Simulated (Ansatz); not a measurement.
## 1T-TiTe2 monolayer in a perpendicular field

What dipole does a perpendicular field induce in the 1T-TiTe2 monolayer? A positive field points along +c.

Method: plane-wave DFT, PBE-D3(BJ), Ansatz PAW (set soft_1); PAW set soft_1, in the first sound run; inputs show where later runs differ, in Ansatz 0.2.0.

This is a report of a sequence of runs, with most program output left out.

## (1) Starting point

The cell holds 3 atoms: 2 Te and 1 Ti. Cell: a = 3.750 Å, b = 3.750 Å, c = 38.376 Å, α = 90.0°, β = 90.0°, γ = 120.0°. Vacuum lies along c.

## (2) Relaxation

The starting cell is a guess, so the in-plane lattice and the atoms are relaxed first, with the slab cut off from its images along the normal.

File input.yaml:

```yaml
crystal:
  lattice:
    - [3.75, 0.0, 0.0]
    - [-1.875, 3.2475952642, 0.0]
    - [0.0, 0.0, 38.3759216517]
  atoms:
    - { symbol: Te, position: [0.6666666667, 0.3333333333, 0.4521064056] }
    - { symbol: Ti, position: [0.0, 0.0, 0.5] }
    - { symbol: Te, position: [0.3333333333, 0.6666666667, 0.5478935944] }
  periodic: [true, true, false]
kpoints:
  mp_grid: { grid: [12, 12, 1] }
hamiltonian:
  xc: pbe
  dispersion: d3bj
  pseudopotentials: { kind: paw, azcp: { folder: soft_1 } }
scf:
  occupations: { method: fermi_dirac, width: 0.05 }
  convergence: { dr2_threshold: 1.0e-09 }
relax:
  f_tol: 0.004
  max_steps: 90
  cell: {}
output:
  write_potential: true
  write_density: true
  volumetric_format: npy
```

Started as:

```bash
> ansatz run input.yaml --threads 4 --pin off --max-ram 6144MiB --backend cpu --events-out ev --progress --plain --runs-dir out
```

It took 20 s on 4 threads of Arm Neoverse V2, shared host; peak memory 0.86 GiB.

Relaxation path:

```
step  energy less that of the first step (eV)  largest force component (eV/Å)  volume (Å³)
   1                                   0.0000                          0.8470       467.36
   2                                  -0.0084                          0.9583       460.96
   3                                  -0.1059                          0.0729       457.60
   4                                  -0.1092                          0.0147       453.27
   5                                  -0.1100                          0.0032       449.83
  6*                                  -0.1093                          0.0034       449.83
```

Relaxation steps marked * repeat the geometry before them on a plane-wave basis chosen anew for their cell, so energy and pressure can jump there.

Forces are held to the 12 operations that the run works with; a distortion that breaks them can't arise in this run.

```
cell as run  before  after  change
      a (Å)   3.750  3.679  -1.9 %
      b (Å)   3.750  3.679  -1.9 %
```

The atoms that moved most (Å, along periodic axes as changes of fractional coordinates times the final cell, across vacuum about the mean position):

```
atom     dx     dy      dz  length
 Te3  0.000  0.000  -0.076   0.076
 Te1  0.000  0.000   0.076   0.076
```

The relaxed structure:

```xyz
3
Lattice="3.6790 0.0000 0.0000 -1.8395 3.1861 0.0000 0.0000 0.0000 38.3759" Properties=species:S:1:pos:R:3
Te    1.8395    1.0620   17.4261
Ti    0.0000    0.0000   19.1880
Te    0.0000    2.1241   20.9498
```

Numbers from this step:

```yaml
energy_at_zero_smearing: -16462.9110 eV
```

The lattice constant a goes from 3.750 to 3.679 Å.

## (3) Atoms held, field 0

A sawtooth potential applies the field, turning back in the middle of the vacuum. With the dipole correction the typed value is the field outside the slab. The induced dipole is small, so the SCF threshold is tight.

The cell differs from the one that the last finished run ended in (c 38.376 → 21.524 Å).

File input.yaml:

```yaml
crystal:
  lattice:
    - [3.6789816525, 0.0, 0.0]
    - [-1.8394908262, 3.1860915711, 0.0]
    - [0.0, 0.0, 21.5237496024]
  atoms:
    - { symbol: Te, position: [0.6666666667, 0.3333333333, 0.418142757] }
    - { symbol: Ti, position: [0.0, 0.0, 0.5] }
    - { symbol: Te, position: [0.3333333333, 0.6666666667, 0.581857243] }
kpoints:
  mp_grid: { grid: [12, 12, 1] }
  band_path:
    path: [[0, 0, 0], [0.5, 0, 0], [0.33333333, 0.33333333, 0], [0, 0, 0]]
    npoints: 16
hamiltonian:
  xc: pbe
  dispersion: d3bj
  pseudopotentials: { kind: paw, azcp: { folder: soft_1 } }
scf:
  occupations: { method: fermi_dirac, width: 0.05 }
  convergence: { dr2_threshold: 1.0e-10 }
efield:
  axis: 3
  dipole_correction: true
  ramp_position: 0.97
  ramp_width: 0.06
  amplitude: 0
output:
  dos: { projected: true, e_range: [-6, 5] }
  bader: true
  write_potential: true
  write_density: true
  volumetric_format: npy
  elf: true
```

Elapsed: 10 s, on 4 threads; peak memory 0.58 GiB.

Numbers from this step:

```yaml
energy_at_zero_smearing: -16462.9125 eV
work_function_upper_face: 4.767 eV
dipole_along_the_normal: -8.39e-7 e·Å
```

Running mean over a fixed 2.5 Å (it still follows the layers) of the planar mean; the ramp of the sawtooth is left out. The electron's electrostatic potential energy less the Fermi level by z:

z (Å), electron's electrostatic potential energy less the Fermi level (eV) and a bar from the least value:
```
     2.99       4.77 ##############################
     3.44       4.77 ##############################
     3.89       4.77 ##############################
     4.19       4.77 ##############################
     4.63       4.77 ##############################
     5.08       4.76 ##############################
     5.53       4.75 ##############################
     5.98       4.71 ##############################
     6.28       4.63 ##############################
     6.73       4.27 #############################
     7.17       3.04 #########################
     7.62       1.19 ####################
     8.07      -0.66 ###############
     8.52      -2.56 ##########
     8.82      -3.56 ########
     9.27      -5.17 ###
     9.72      -6.26 
    10.16      -6.38 
    10.61      -6.20 
    10.91      -6.20 
    11.36      -6.38 
    11.81      -6.26 
    12.26      -5.17 ###
    12.71      -3.56 ########
    13.00      -2.56 ##########
    13.45      -0.66 ###############
    13.90       1.19 ####################
    14.35       3.04 #########################
    14.80       4.27 #############################
    15.25       4.63 ##############################
    15.54       4.71 ##############################
    15.99       4.75 ##############################
    16.44       4.76 ##############################
    16.89       4.77 ##############################
    17.34       4.77 ##############################
    17.64       4.77 ##############################
    18.09       4.77 ##############################
    18.53       4.77 ##############################
```

The density of states has structure finer than the step of the table below, so its rows give means over 0.2 eV, whole bins alone (the curve runs from -6 to 1.99 eV). Peaks (eV: height): -3.85: 5.17, -1.92: 6.40, -1.34: 12.7, 0.45: 8.56, 0.97: 4.85, 1.31: 17.7, 1.58: 14.8.

Table of density of states by energy, zero at the Fermi level; means over each step:

energy (eV), density of states (states/eV a cell) and a bar:
```
     -5.2        0.0 
     -5.0        0.1 
     -4.8        0.9 ###
     -4.6        0.9 ###
     -4.4        1.4 #####
     -4.2        2.3 ########
     -4.0        3.2 ###########
     -3.8        3.9 ##############
     -3.6        2.8 ##########
     -3.4        1.3 #####
     -3.2        0.9 ###
     -3.0        1.2 ####
     -2.8        3.6 #############
     -2.6        3.1 ###########
     -2.4        2.7 #########
     -2.2        2.5 #########
     -2.0        4.5 ################
     -1.8        5.1 ##################
     -1.6        4.2 ###############
     -1.4        4.9 #################
     -1.2        3.5 ############
     -1.0        1.9 #######
     -0.8        1.5 #####
     -0.6        1.4 #####
     -0.4        0.9 ###
     -0.2        0.8 ###
      0.0        1.4 #####
      0.2        2.0 #######
      0.4        3.9 ##############
      0.6        1.6 ######
      0.8        1.2 ####
      1.0        1.1 ####
      1.2        4.3 ###############
      1.4        6.7 ########################
      1.6        8.4 ##############################
      1.8        0.0
```

Projected DOS per atom over height of the atomic layer and energy from the Fermi level. Layers: Te Ti Te from below.

Values in states/eV, 22 rows by 3 columns, each cell a mean:
```
0.0 0.4 0.0
1.0 6.9 1.0
0.2 1.6 0.2
0.1 1.1 0.1
0.2 2.4 0.2
0.2 1.0 0.2
0.2 0.4 0.2
0.5 0.4 0.5
1.0 0.5 1.0
1.3 1.4 1.3
1.7 1.3 1.7
1.0 0.8 1.0
1.1 0.8 1.1
0.9 0.6 0.9
0.4 0.2 0.4
1.2 0.6 1.2
1.4 0.5 1.4
0.6 0.4 0.6
0.3 0.2 0.3
0.0 0.0 0.0
0.0 0.0 0.0
0.0 0.0 0.0
```
Columns: height of the atomic layer (Å) from 9 to 12.5; rows upwards: energy from the Fermi level (eV) from -5.96 to 1.96.

Electronic bands along the path, in eV, zero at the Fermi level:

```
  point  band 19  band 20  band 21  band 22  band 23  band 24  band 25  band 26
      Γ    -1.35    -1.35     0.44     0.50     0.50     1.36     1.36     3.54
halfway    -2.40    -1.39    -1.16    -0.36     0.15     1.36     1.56     2.31
      M    -2.39    -1.85    -1.71    -0.53    -0.19     1.34     1.68     3.06
halfway    -2.49    -2.24    -1.95    -1.89     0.63     1.40     1.55     2.34
      K    -3.75    -2.86    -2.00    -2.00     1.23     1.27     1.27     2.53
halfway    -2.69    -1.58    -1.55    -0.96     0.59     1.16     1.57     2.22
      Γ    -1.35    -1.35     0.44     0.50     0.50     1.36     1.36     3.54
```

Electrostatic potential energy in the ca plane at fractional y = 0.000, with atoms of Ti within 0.2 Å of it. With pseudopotentials it is smooth inside the atoms' cores, unlike the true potential.

Ten even steps from '0' (-29 eV) to '9' (5 eV), each cell a mean:
```
99999999999999999999984000038999999999999999
99999999999999999999886200268899999999999999
99999999999999999988888655688888999999999999
99999999999999999987678888887677899999999999
99999999999999999875568899887557899999999999
99999999999999999876678888887667899999999999
99999999999999999987788777788778999999999999
99999999999999999998887422478889999999999999
99999999999999999999985000058999999999999999
99999999999999999999983000037999999999999999
```
Columns run along c (16.0 Å, from fractional 0.09 to 0.83 of the cell; values clipped at the 3rd and 97th percentile), rows up along a (3.7 Å). Atoms in or near the plane, at fractional coordinates: Ti at (0.50, 0.00).

Valence density in the ca plane at fractional y = 0.000, with atoms of Ti within 0.2 Å of it. It is the smooth field of the valence electrons, not physical close to the nuclei.

Values in units of 1e0 e/Å³, 6 rows by 16 columns, each cell a mean:
```
0.0 0.0 0.0 0.0 0.0 0.0 0.1 0.1 2.6 3.9 0.2 0.1 0.0 0.0 0.0 0.0
0.0 0.0 0.0 0.0 0.0 0.0 0.1 0.3 0.3 0.4 0.3 0.2 0.0 0.0 0.0 0.0
0.0 0.0 0.0 0.0 0.0 0.0 0.2 0.4 0.2 0.2 0.4 0.3 0.0 0.0 0.0 0.0
0.0 0.0 0.0 0.0 0.0 0.0 0.2 0.4 0.2 0.2 0.3 0.2 0.0 0.0 0.0 0.0
0.0 0.0 0.0 0.0 0.0 0.0 0.1 0.2 0.6 0.9 0.2 0.1 0.0 0.0 0.0 0.0
0.0 0.0 0.0 0.0 0.0 0.0 0.0 0.1 3.6 5.6 0.2 0.1 0.0 0.0 0.0 0.0
```
Columns run along c (16.0 Å, from fractional 0.09 to 0.83 of the cell), rows up along a (3.7 Å). Atoms in or near the plane, at fractional coordinates: Ti at (0.50, 0.00).

ELF in the ca plane at fractional y = 0.000, with atoms of Ti within 0.2 Å of it. It is the smooth field of the valence electrons, not physical close to the nuclei.

Ten even steps from '0' (0.00) to '9' (0.72), each cell a mean:
```
00000000000000000012212899821221000000000000
00000000000000001235542578524553210000000000
00000000000000024677885211258877642000000000
00000000000000247998888522588888974200000000
00000000000001368997788744688779986310000000
00000000000001258998788633688779985310000000
00000000000000135788887311378888753100000000
00000000000000012456763344336765421000000000
00000000000000000123422799722432100000000000
00000000000000000011212888921211000000000000
```
Columns run along c (16.0 Å, from fractional 0.09 to 0.83 of the cell), rows up along a (3.7 Å). Atoms in or near the plane, at fractional coordinates: Ti at (0.50, 0.00).

The work function of the upper face is 4.77 eV.

## (4) Single point, field 0.1 V/Å

input.yaml, as its differences from that of step 3:

```diff
@@ -24,8 +24,6 @@
   dipole_correction: true
-  ramp_position: 0.97
-  ramp_width: 0.06
-  amplitude: 0
+  ramp_position: 0.9573
+  ramp_width: 0.0855
+  amplitude: 0.1
 output:
-  dos: { projected: true, e_range: [-6, 5] }
-  bader: true
   write_potential: true
@@ -33,2 +31 @@
   volumetric_format: npy
-  elf: true
```

Run time: 5.8 s. Hardware: 4 threads; peak memory 0.53 GiB; 22 s of CPU time.

The dipole is 0.0401 e·Å.

## (5) Single point, field -0.1 V/Å

input.yaml, as its differences from that of step 4:

```diff
@@ -26,3 +26,3 @@
   ramp_width: 0.0855
-  amplitude: 0.1
+  amplitude: -0.1
 output:
```

It took 5.8 s on 4 threads; peak memory 0.53 GiB; 22 s of CPU time.

The dipole is -0.0401 e·Å.

## (6) Single point, field 0.2 V/Å

input.yaml, as its differences from that of step 5:

```diff
@@ -26,3 +26,3 @@
   ramp_width: 0.0855
-  amplitude: -0.1
+  amplitude: 0.2
 output:
```

Wall time 6 s (4 threads); peak memory 0.53 GiB.

The dipole is 0.0803 e·Å.

## (7) Single point, field -0.2 V/Å

input.yaml, as its differences from that of step 6:

```diff
@@ -26,3 +26,3 @@
   ramp_width: 0.0855
-  amplitude: 0.2
+  amplitude: -0.2
 output:
```

It took 5.8 s on 4 threads; peak memory 0.53 GiB; 22 s of CPU time.

The dipole is -0.0803 e·Å.

## (8) Atoms held, field 0.35 V/Å

input.yaml, as its differences from that of step 7:

```diff
@@ -24,6 +24,8 @@
   dipole_correction: true
-  ramp_position: 0.9573
-  ramp_width: 0.0855
-  amplitude: -0.2
+  ramp_position: 0.93
+  ramp_width: 0.1399
+  amplitude: 0.35
 output:
+  dos: { projected: true, e_range: [-6, 5] }
+  bader: true
   write_potential: true
@@ -31 +33,2 @@
   volumetric_format: npy
+  elf: true
```

Wall time 10 s (4 threads); peak memory 0.56 GiB; 41 s of CPU time.

The dipole is 0.141 e·Å.

## (9) Response, atoms held

This step: plane-wave DFT, PBE-D3(BJ), Ansatz PAW (set soft_1); response to a field along the normal, atoms held; PAW set soft_1 (Ansatz 0.2.0).

The dipoles give the slope, and the difference of two potentials shows where the field is screened.

This step gave:

```yaml
equivalent_conductor_thickness_p_eps_0ae: 6.195 Å
distance_between_the_outer_atoms: 3.524 Å
```

The dipole of the cell by applied field:

```
applied field (V/Å)  dipole of the cell (e·Å)
             -0.200                   -0.0803
             -0.100                   -0.0401
              0.000                   -8.4e-7
              0.100                    0.0401
              0.200                    0.0803
              0.350                     0.141
```

Local field over the applied field, running mean. From the potentials at -0.1 and 0.1 V/Å; running mean over 2.5 Å. The local field over applied field by z:

```
z (Å)  local field over applied field
  4.5                           0.997
  5.0                           0.992
  5.5                           0.977
  6.0                           0.941
  6.5                           0.862
  7.0                           0.725
  7.5                           0.554
  8.0                           0.378
  8.5                           0.215
  9.0                          0.0935
  9.5                          0.0438
 10.0                          0.0316
 10.5                          0.0209
 11.0                          0.0205
 11.5                          0.0311
 12.0                          0.0428
 12.5                          0.0897
 13.0                           0.207
 13.5                           0.370
 14.0                           0.545
 14.5                           0.717
 15.0                           0.856
 15.5                           0.939
 16.0                           0.976
 16.5                           0.991
 17.0                           0.997
```

Electrons, planar mean, per unit field. Table of induced electron density by z:

```
z (Å)  induced electron density (e/Å³ per V/Å)
 4.04                                   4.2e-6
 4.33                                   8.4e-6
 4.78                                   2.3e-5
 5.08                                   4.3e-5
 5.53                                   1.1e-4
 5.83                                   2.1e-4
 6.28                                   4.9e-4
 6.58                                   8.4e-4
 6.88                                  0.00140
 7.32                                  0.00265
 7.62                                  0.00342
 8.07                                  0.00296
 8.37                                  0.00139
 8.82                                   6.8e-4
 9.12                                   5.1e-4
 9.42                                   4.7e-4
 9.87                                  -1.2e-5
10.16                                  -9.4e-4
10.61                                  -3.5e-4
10.91                                   3.5e-4
11.36                                   9.4e-4
11.66                                   1.2e-5
12.11                                  -4.7e-4
12.41                                  -5.1e-4
12.71                                  -6.8e-4
13.15                                 -0.00139
13.45                                 -0.00296
13.90                                 -0.00342
14.20                                 -0.00265
14.65                                 -0.00140
14.95                                  -8.4e-4
15.25                                  -4.9e-4
15.69                                  -2.1e-4
15.99                                  -1.1e-4
16.44                                  -4.3e-5
16.74                                  -2.3e-5
17.19                                  -8.3e-6
17.49                                  -4.2e-6
```

By hand: between -0.1 and 0.1 V/Å the dipole changes by 0.08026 e·Å, a slope of 0.4013 e·Å²/V. A perfect conductor of thickness t has p = ε₀AEt, so t = 180.95 × 0.4013 / 11.722 = 6.20 Å (e/ε₀ = 180.95 V·Å, A in Å²).

The induced dipole is that of a conductor 6.20 Å thick.

## (10) Same geometry, cutoff 420 eV, functional LDA

This step: plane-wave DFT, LDA, Ansatz PAW (set soft_1); PAW set soft_1 (Ansatz 0.2.0).

The geometry is kept and the functional is LDA; other changes against the main runs: SCF threshold 1.0e-10 → 1.0e-09 eV, k-mesh 12×12×1 → 6×6×1 and no dispersion term, which doesn't act on the electrons.

File input.yaml:

```yaml
crystal:
  lattice:
    - [3.6789816525, 0.0, 0.0]
    - [-1.8394908262, 3.1860915711, 0.0]
    - [0.0, 0.0, 21.5237496024]
  atoms:
    - { symbol: Te, position: [0.6666666667, 0.3333333333, 0.418142757] }
    - { symbol: Ti, position: [0.0, 0.0, 0.5] }
    - { symbol: Te, position: [0.3333333333, 0.6666666667, 0.581857243] }
kpoints:
  mp_grid: { grid: [6, 6, 1] }
hamiltonian:
  xc: lda
  pseudopotentials: { kind: paw, azcp: { folder: soft_1 }, xc_functional: pbe }
scf:
  occupations: { method: fermi_dirac, width: 0.05 }
  convergence: { dr2_threshold: 1.0e-09 }
efield:
  axis: 3
  dipole_correction: true
  ramp_position: 0.9573
  ramp_width: 0.0855
  amplitude: 0.1
output:
  write_potential: true
  write_density: true
  volumetric_format: npy
```

Run time: 1.5 s. Hardware: 4 threads; peak memory 0.46 GiB; 5.2 s of CPU time.

Numbers from this step:

| Quantity | Value |
| --- | --- |
| energy at zero smearing | -16106.7294 eV |
| dipole along the normal | 0.04010 e·Å |

The dipole is 0.0401 e·Å.

## (11) Same geometry, cutoff 420 eV, functional LDA (run 2)

The same run in the opposite field.

input.yaml, as its differences from that of step 10:

```diff
@@ -22,3 +22,3 @@
   ramp_width: 0.0855
-  amplitude: 0.1
+  amplitude: -0.1
 output:
```

Elapsed: 1.5 s, on 4 threads; peak memory 0.46 GiB.

The dipole is -0.0401 e·Å.

## (12) Response at this level

This step: plane-wave DFT, LDA, Ansatz PAW (set soft_1); response to a field along the normal, atoms held; PAW set soft_1 (Ansatz 0.2.0).

The two signs of the field give the slope at this level.

This step gave:

```yaml
equivalent_conductor_thickness_p_eps_0ae: 6.190 Å
```

The induced dipole is that of a conductor 6.19 Å thick.

(Part 1 of 2 ends here.)

[Logs are printed without paths, hosts, clocks, repeated set-up lines and the standing remarks that a program may print on its own settings, such as how far it seeks lower states.]

[Hosts, paths, dates, database ids (printed as entryN), source tags and the programs' standing remarks are cut or masked in the printed files.]

[Maps of the electrostatic potential energy from Ansatz leave out the sawtooth potential of an applied field or a dipole correction, so their vacuum need not be flat; planar profiles and work functions include it.]

[The density of states shown here was stored with 400 of the rows of the run's finer table, so its peaks can read low, often by over a quarter, or be missed, and its means over a window can be off by a tenth or more.]
